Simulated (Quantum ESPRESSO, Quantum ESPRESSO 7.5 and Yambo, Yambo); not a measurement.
## Quasiparticle gap of PbO (Massicot) in Yambo

How does a plane-wave GW calculation on PbO (Massicot) run from the first input to the gap?

Calculated with Quantum ESPRESSO 7.5 and Yambo 5.3.0; PBEsol and many-body steps on it, plane waves.

**Experimental background.**

- Gap 2.5 eV: literature experimental band gap; bulk crystal (literature value for beta-PbO) (quoted in “X-ray spectroscopic study of amorphous and polycrystalline PbO films, α-PbO, and β-PbO for direct conversion imaging”, 2017, pmc:5640621).

Report form: the programs' logs are mostly left out.

## (1) The starting structure

Symmetry: Pbcm, No. 57, orthorhombic system. Conventional cell: a = 5.893 Å, b = 5.490 Å, c = 4.753 Å, α = 90.00°, β = 90.00°, γ = 90.00°. Nearest to Pb lie 4 O at 2.22 to 2.48 Å. Nearest to O lie 4 Pb at 2.22 to 2.48 Å. Farther neighbours and most contacts between anions are not listed.

The cell and positions come from the Crystallography Open Database and are kept as given unless a step says otherwise. Spin-orbit coupling is left out unless a step names it.

## (2) Ground state

This step: Quantum ESPRESSO 7.5; DFT, PBEsol, plane waves, norm-conserving pseudopotentials.

The ground-state density comes first.

Input file pw.in:

```
&control
  calculation = 'scf'
  prefix = 'x'
  outdir = 'o'
  pseudo_dir = 'pseudo'
/
&system
  ibrav = 0
  nat = 8
  ntyp = 2
  ecutwfc = 76.0
  nbnd = 64
  force_symmorphic = .true.
/
&electrons
  conv_thr = 1e-10
  electron_maxstep = 80
  mixing_beta = 0.5
/
ATOMIC_SPECIES
  Pb 207.2 Pb.upf
  O 15.999 O.upf
CELL_PARAMETERS angstrom
  5.8931000000 0.0000000000 0.0000000000
  0.0000000000 5.4904000000 0.0000000000
  0.0000000000 0.0000000000 4.7528000000
ATOMIC_POSITIONS crystal
  Pb 0.2297000000 0.9884000000 0.2500000000
  Pb 0.7703000000 0.0116000000 0.7500000000
  Pb 0.2297000000 0.5116000000 0.7500000000
  Pb 0.7703000000 0.4884000000 0.2500000000
  O 0.8653000000 0.0917000000 0.2500000000
  O 0.1347000000 0.9083000000 0.7500000000
  O 0.8653000000 0.4083000000 0.7500000000
  O 0.1347000000 0.5917000000 0.2500000000
K_POINTS automatic
  4 4 4 0 0 0
```

Run with:

```sh
$ OMP_NUM_THREADS=1 mpirun -n 4 pw.x -nk 4 -in pw.in > pw.out
```

The job ended after 2.1 min (4 MPI ranks of Arm Neoverse V1, shared host; peak memory 1 GiB; 8.3 min of CPU time).

Numbers from this step:

```yaml
total_energy: -24606.4589 eV
gap: 2.360 eV
k_of_the_valence_top: -0.5, 0, 0
k_of_the_conduction_bottom: -0.5, -0.5, 0.25
least_direct_gap: 2.650 eV
```

The gap is indirect, with the least direct gap 0.29 eV higher.

## (3) Bands along the symmetry lines

The cheap functional maps the bands first; the places of the edges decide which points the dearer methods must see.

Input file pw.in:

```
&control
  calculation = 'bands'
  prefix = 'x'
  outdir = 'o'
  pseudo_dir = 'pseudo'
/
&system
  ibrav = 0
  nat = 8
  ntyp = 2
  ecutwfc = 76.0
  nbnd = 62
  force_symmorphic = .true.
/
&electrons
  conv_thr = 1e-9
  electron_maxstep = 80
  diago_full_acc = .true.
  diago_thr_init = 5e-6
/
ATOMIC_SPECIES
  Pb 207.2 Pb.upf
  O 15.999 O.upf
CELL_PARAMETERS angstrom
  5.8931000000 0.0000000000 0.0000000000
  0.0000000000 5.4904000000 0.0000000000
  0.0000000000 0.0000000000 4.7528000000
ATOMIC_POSITIONS crystal
  Pb 0.2297000000 0.9884000000 0.2500000000
  Pb 0.7703000000 0.0116000000 0.7500000000
  Pb 0.2297000000 0.5116000000 0.7500000000
  Pb 0.7703000000 0.4884000000 0.2500000000
  O 0.8653000000 0.0917000000 0.2500000000
  O 0.1347000000 0.9083000000 0.7500000000
  O 0.8653000000 0.4083000000 0.7500000000
  O 0.1347000000 0.5917000000 0.2500000000
K_POINTS crystal
  100
  0.00000000 0.00000000 0.00000000 1
  0.06250000 0.00000000 0.00000000 1
  0.12500000 0.00000000 0.00000000 1
  0.18750000 0.00000000 0.00000000 1
  0.25000000 0.00000000 0.00000000 1
  0.31250000 0.00000000 0.00000000 1
  0.37500000 0.00000000 0.00000000 1
  0.43750000 0.00000000 0.00000000 1
  0.50000000 0.00000000 0.00000000 1
  0.50000000 0.06250000 0.00000000 1
  0.50000000 0.12500000 0.00000000 1
  0.50000000 0.18750000 0.00000000 1
  0.50000000 0.25000000 0.00000000 1
  0.50000000 0.31250000 0.00000000 1
  0.50000000 0.37500000 0.00000000 1
  0.50000000 0.43750000 0.00000000 1
  0.50000000 0.50000000 0.00000000 1
  0.43750000 0.50000000 0.00000000 1
  0.37500000 0.50000000 0.00000000 1
  0.31250000 0.50000000 0.00000000 1
  0.25000000 0.50000000 0.00000000 1
  0.18750000 0.50000000 0.00000000 1
  0.12500000 0.50000000 0.00000000 1
  0.06250000 0.50000000 0.00000000 1
  0.00000000 0.50000000 0.00000000 1
  0.00000000 0.43750000 0.00000000 1
  0.00000000 0.37500000 0.00000000 1
  0.00000000 0.31250000 0.00000000 1
  0.00000000 0.25000000 0.00000000 1
  0.00000000 0.18750000 0.00000000 1
  0.00000000 0.12500000 0.00000000 1
  0.00000000 0.06250000 0.00000000 1
  0.00000000 0.00000000 0.00000000 1
  0.00000000 0.00000000 0.06250000 1
  0.00000000 0.00000000 0.12500000 1
  0.00000000 0.00000000 0.18750000 1
  0.00000000 0.00000000 0.25000000 1
  0.00000000 0.00000000 0.31250000 1
  0.00000000 0.00000000 0.37500000 1
  0.00000000 0.00000000 0.43750000 1
  0.00000000 0.00000000 0.50000000 1
  0.06250000 0.00000000 0.50000000 1
  0.12500000 0.00000000 0.50000000 1
  0.18750000 0.00000000 0.50000000 1
  0.25000000 0.00000000 0.50000000 1
  0.31250000 0.00000000 0.50000000 1
  0.37500000 0.00000000 0.50000000 1
  0.43750000 0.00000000 0.50000000 1
  0.50000000 0.00000000 0.50000000 1
  0.50000000 0.06250000 0.50000000 1
  0.50000000 0.12500000 0.50000000 1
  0.50000000 0.18750000 0.50000000 1
  0.50000000 0.25000000 0.50000000 1
  0.50000000 0.31250000 0.50000000 1
  0.50000000 0.37500000 0.50000000 1
  0.50000000 0.43750000 0.50000000 1
  0.50000000 0.50000000 0.50000000 1
  0.43750000 0.50000000 0.50000000 1
  0.37500000 0.50000000 0.50000000 1
  0.31250000 0.50000000 0.50000000 1
  0.25000000 0.50000000 0.50000000 1
  0.18750000 0.50000000 0.50000000 1
  0.12500000 0.50000000 0.50000000 1
  0.06250000 0.50000000 0.50000000 1
  0.00000000 0.50000000 0.50000000 1
  0.00000000 0.43750000 0.50000000 1
  0.00000000 0.37500000 0.50000000 1
  0.00000000 0.31250000 0.50000000 1
  0.00000000 0.25000000 0.50000000 1
  0.00000000 0.18750000 0.50000000 1
  0.00000000 0.12500000 0.50000000 1
  0.00000000 0.06250000 0.50000000 1
  0.00000000 0.00000000 0.50000000 1
  0.50000000 0.00000000 0.00000000 1
  0.50000000 0.00000000 0.06250000 1
  0.50000000 0.00000000 0.12500000 1
  0.50000000 0.00000000 0.18750000 1
  0.50000000 0.00000000 0.25000000 1
  0.50000000 0.00000000 0.31250000 1
  0.50000000 0.00000000 0.37500000 1
  0.50000000 0.00000000 0.43750000 1
  0.50000000 0.00000000 0.50000000 1
  0.00000000 0.50000000 0.00000000 1
  0.00000000 0.50000000 0.06250000 1
  0.00000000 0.50000000 0.12500000 1
  0.00000000 0.50000000 0.18750000 1
  0.00000000 0.50000000 0.25000000 1
  0.00000000 0.50000000 0.31250000 1
  0.00000000 0.50000000 0.37500000 1
  0.00000000 0.50000000 0.43750000 1
  0.00000000 0.50000000 0.50000000 1
  0.50000000 0.50000000 0.00000000 1
  0.50000000 0.50000000 0.06250000 1
  0.50000000 0.50000000 0.12500000 1
  0.50000000 0.50000000 0.18750000 1
  0.50000000 0.50000000 0.25000000 1
  0.50000000 0.50000000 0.31250000 1
  0.50000000 0.50000000 0.37500000 1
  0.50000000 0.50000000 0.43750000 1
  0.50000000 0.50000000 0.50000000 1
```

The job ended after 75 s (4 MPI ranks; peak memory 0.6 GiB).

This step gave:

```
gap                        : 2.074 eV
k of the valence top       : 0.5, 0, 0
k of the conduction bottom : 0.5, 0.5, 0.375
least direct gap           : 2.358 eV
```

The gap is 2.074 eV, −0.286 eV from the run before at this level.

Electronic bands along the path, in eV, zero at the top of the highest filled band:

| point | band 53 | band 54 | band 55 | band 56 | band 57 | band 58 | band 59 | band 60 |
| --- | --- | --- | --- | --- | --- | --- | --- | --- |
| Γ | -1.27 | -1.24 | -0.36 | -0.01 | 3.35 | 3.87 | 4.54 | 5.32 |
| halfway | -1.29 | -1.05 | -0.18 | -0.10 | 2.64 | 3.97 | 4.04 | 5.51 |
| X | -1.31 | -0.61 | -0.50 | 0.00 | 2.79 | 3.17 | 3.66 | 4.91 |
| halfway | -1.37 | -0.70 | -0.46 | -0.08 | 2.57 | 3.15 | 3.82 | 4.92 |
| S | -0.64 | -0.64 | -0.48 | -0.48 | 3.12 | 3.12 | 4.12 | 4.12 |
| halfway | -0.87 | -0.87 | -0.23 | -0.23 | 3.57 | 3.57 | 4.41 | 4.41 |
| Y | -0.97 | -0.97 | -0.19 | -0.19 | 4.10 | 4.10 | 4.91 | 4.91 |
| halfway | -1.39 | -1.05 | -0.18 | -0.07 | 3.68 | 4.09 | 4.61 | 4.66 |
| Γ | -1.27 | -1.24 | -0.36 | -0.01 | 3.35 | 3.87 | 4.54 | 5.32 |
| halfway | -1.26 | -0.78 | -0.57 | -0.02 | 3.50 | 4.27 | 4.34 | 5.04 |
| Z | -0.83 | -0.83 | -0.26 | -0.26 | 4.13 | 4.13 | 4.86 | 4.86 |
| halfway | -0.79 | -0.79 | -0.21 | -0.21 | 3.49 | 3.49 | 4.03 | 4.03 |
| U | -0.50 | -0.50 | -0.39 | -0.39 | 3.15 | 3.15 | 3.66 | 3.66 |
| halfway | -0.48 | -0.48 | -0.44 | -0.44 | 2.62 | 2.62 | 2.98 | 2.98 |
| R | -0.54 | -0.54 | -0.54 | -0.54 | 2.48 | 2.48 | 2.48 | 2.48 |
| halfway | -0.68 | -0.68 | -0.68 | -0.68 | 2.92 | 2.92 | 2.92 | 2.92 |
| T | -0.77 | -0.77 | -0.77 | -0.77 | 3.39 | 3.39 | 3.39 | 3.39 |
| halfway | -0.83 | -0.83 | -0.46 | -0.46 | 3.59 | 3.59 | 4.11 | 4.11 |
| Z | -0.83 | -0.83 | -0.26 | -0.26 | 4.13 | 4.13 | 4.86 | 4.86 |
| jump to X | -1.31 | -0.61 | -0.50 | 0.00 | 2.79 | 3.17 | 3.66 | 4.91 |
| halfway | -0.59 | -0.52 | -0.50 | -0.23 | 3.12 | 3.25 | 3.52 | 4.54 |
| U | -0.50 | -0.50 | -0.39 | -0.39 | 3.15 | 3.15 | 3.66 | 3.66 |
| jump to Y | -0.97 | -0.97 | -0.19 | -0.19 | 4.10 | 4.10 | 4.91 | 4.91 |
| halfway | -0.84 | -0.84 | -0.37 | -0.37 | 3.52 | 3.52 | 4.06 | 4.06 |
| T | -0.77 | -0.77 | -0.77 | -0.77 | 3.39 | 3.39 | 3.39 | 3.39 |
| jump to S | -0.64 | -0.64 | -0.48 | -0.48 | 3.12 | 3.12 | 4.12 | 4.12 |

## (4) Empty states on the mesh, 2×2×4 mesh, 282 bands

The sums over transitions need many empty states on a uniform mesh; this step solves for them.

Input file pw.in:

```
&control
  calculation = 'nscf'
  prefix = 'x'
  outdir = 'o'
  pseudo_dir = 'pseudo'
/
&system
  ibrav = 0
  nat = 8
  ntyp = 2
  ecutwfc = 76.0
  nbnd = 282
  force_symmorphic = .true.
/
&electrons
  conv_thr = 1e-9
  electron_maxstep = 80
  diago_full_acc = .true.
  diago_thr_init = 5e-6
/
ATOMIC_SPECIES
  Pb 207.2 Pb.upf
  O 15.999 O.upf
CELL_PARAMETERS angstrom
  5.8931000000 0.0000000000 0.0000000000
  0.0000000000 5.4904000000 0.0000000000
  0.0000000000 0.0000000000 4.7528000000
ATOMIC_POSITIONS crystal
  Pb 0.2297000000 0.9884000000 0.2500000000
  Pb 0.7703000000 0.0116000000 0.7500000000
  Pb 0.2297000000 0.5116000000 0.7500000000
  Pb 0.7703000000 0.4884000000 0.2500000000
  O 0.8653000000 0.0917000000 0.2500000000
  O 0.1347000000 0.9083000000 0.7500000000
  O 0.8653000000 0.4083000000 0.7500000000
  O 0.1347000000 0.5917000000 0.2500000000
K_POINTS automatic
  2 2 4 0 0 0
```

It took 2.3 min on 4 MPI ranks; peak memory 1.4 GiB; 9.2 min of CPU time.

Numbers from this step:

- gap: 2.360 eV
- k of the valence top: -0.5, 0, 0
- k of the conduction bottom: -0.5, -0.5, 0.25
- least direct gap: 2.785 eV
- k points computed: 12
- lowest point of the top converged band, above the valence top: 66.2697 eV

On this mesh the gap is 2.360 eV.

## (5) Conversion and set-up

This step: Yambo 5.3.0; conversion and set-up on PBEsol, plane waves, norm-conserving pseudopotentials.

The states are converted to the many-body program's format and the q mesh is built.

Run with:

```sh
$ (cd o/x.save; p2y > p2y.log; mv SAVE ../..); yambo > setup.log
```

The job ended after 3.6 s (1 MPI rank; peak memory 0.26 GiB).

## (6) Screening and self-energy, 2×2×4 mesh, 282 bands, screening to 149.7 eV

G0W0 replaces the xc potential by the self-energy, built once from these orbitals. Only a window of levels is corrected, while the sums run over the empty bands that the input names.

This step: G0W0 on PBEsol, plane waves, norm-conserving pseudopotentials.

Input file gw1.in:

```
HF_and_locXC
gw0
dyson
ppa
em1d
rim_cut
RandQpts= 1000000
RandGvec= 1 RL
EXXRLvcs= 76 Ry
VXCRLvcs= 304 Ry
Chimod= "HARTREE"
% BndsRnXp
 1 | 282 |
%
NGsBlkXp= 11 Ry
% LongDrXp
 1 | 1 | 1 |
%
% GbndRnge
 1 | 282 |
%
DysSolver= "n"
ExtendOut
PPAPntXp= 27.21138 eV
% QPkrange
 7 | 7 | 55 | 58 |
 11 | 11 | 55 | 58 |
 1 | 1 | 55 | 58 |
%
```

Run with:

```sh
$ OMP_NUM_THREADS=2 mpirun -n 2 yambo -F gw1.in -J gw1 -C gw1 > gw1.log
```

It took 21 min on 2 MPI ranks; peak memory 2.7 GiB; 80 min of CPU time.

Numbers from this step:

| Item | Value |
| --- | --- |
| G0W0 gap on the points computed | 2.926 eV |
| starting gap on the mesh | 2.360 eV |
| k of the valence top | 0, 0, 0 |
| k of the conduction bottom | -0.5, -0.5, 0.25 |
| least direct G0W0 gap on the computed points | 3.372 eV |
| Z at the valence top | 0.7799 |
| Z at the conduction bottom | 0.8276 |

The gap on the mesh goes from 2.36 eV to 2.93 eV, a correction of +0.57 eV.

Limits: finite bands, cutoff and mesh; no spin-orbit coupling; coarse k mesh. v1 is the top filled band, c1 the lowest empty one. The levels before and after the correction (eV, zero at the valence-band top of each column):

|  | conduction bottom | valence top |
| --- | --- | --- |
| Kohn-Sham | 2.36 | 0.00 |
| G0W0 | 2.93 | 0.00 |

|  | level | energy (eV) |
| --- | --- | --- |
| Kohn-Sham | Γ v2 | -0.365 |
| Kohn-Sham | Γ v1 | -0.011 |
| Kohn-Sham | Γ c1 | 3.351 |
| Kohn-Sham | Γ c2 | 3.873 |
| Kohn-Sham | (-0.5 -0.5 0.25) v2-v1 | -0.426 |
| Kohn-Sham | (-0.5 -0.5 0.25) c1-c2 | 2.360 |
| G0W0 | Γ v2 | -0.440 |
| G0W0 | Γ v1 | 0.000 |
| G0W0 | Γ c1 | 4.048 |
| G0W0 | Γ c2 | 4.751 |
| G0W0 | (-0.5 -0.5 0.25) v2-v1 | -0.446 |
| G0W0 | (-0.5 -0.5 0.25) c1-c2 | 2.926 |

## (7) Where the time went

Times are wall times on the hardware named with each run, good to a factor of about two.

| step | time | share | memory (GiB) |
| --- | --- | --- | --- |
| ground state | 2.1 min | 8 % | 1.0 |
| bands along the symmetry lines | 75 s | 5 % | 0.6 |
| empty states on the mesh | 2.3 min | 9 % | 1.4 |
| conversion and set-up | 3.6 s | 0 % | 0.26 |
| screening and self-energy | 21 min | 79 % | 2.7 |

## (8) Outcome

```yaml
pbesol_gap: 2.07 eV, indirect
g0w0_gap_on_the_mesh: 2.93 eV
g0w0_gap_over_the_zone_rigid_shift: 2.64 eV
gw_settings: 2×2×4 mesh, 282 bands, screening to 149.7 eV, Godby-Needs plasmon pole
known_limits: not at the basis limit; no spin-orbit coupling; coarse k mesh
```

G0W0 moves the gap on the mesh from 2.36 eV to 2.93 eV (+0.57 eV), with Z of 0.78 and 0.83 at the edges. The mesh misses the band edges by 0.29 eV in all; a rigid shift gives 2.64 eV for the zone. Only 3 of the mesh's irreducible points were corrected, so a valley elsewhere could overtake. The dearest step here is «screening and self-energy». Against experiment, by G0W0@PBEsol: the gap of 2.64 eV lies +0.14 eV from the measured 2.5 eV (kind not stated, quoted 2017). The calculation has static nuclei and no excitons; a measured gap holds zero-point and thermal motion, which mostly lowers it. With atoms this heavy the missing spin-orbit coupling can matter too. Bands and cutoff are finite, so the gap is not at the basis limit. The miss can reach some tenths of an eV and take either sign; the mesh is an error of its own. In the G0W0 run levels were corrected at 3 k points alone, so a gap called «on the mesh» is the least over those, and an edge elsewhere would be missed. A denser mesh or path gives a starting gap of 2.07 eV: the GW mesh misses a band edge, so its gaps are not the fundamental one. The 2×2×4 mesh is coarse for this cell, which bears on the long-range parts of exchange and screening. Where an edge is built on 6p states of lead, bismuth or thallium, scalar-relativistic gaps usually stand too wide, by a few tenths to over one eV.

[Paths, hosts, dates, memory and timing lines, banners, echoed tables and standing remarks are left out of the program output.]

[Logs are printed without paths, hosts, clocks, repeated set-up lines and the standing remarks that a program may print on its own settings, such as how far it seeks lower states.]

[Runs of the session that timed out or met a known fault of the program may be left out.]

[Hosts, paths, dates, database ids (printed as entryN), source tags and the programs' standing remarks are cut or masked in the printed files.]
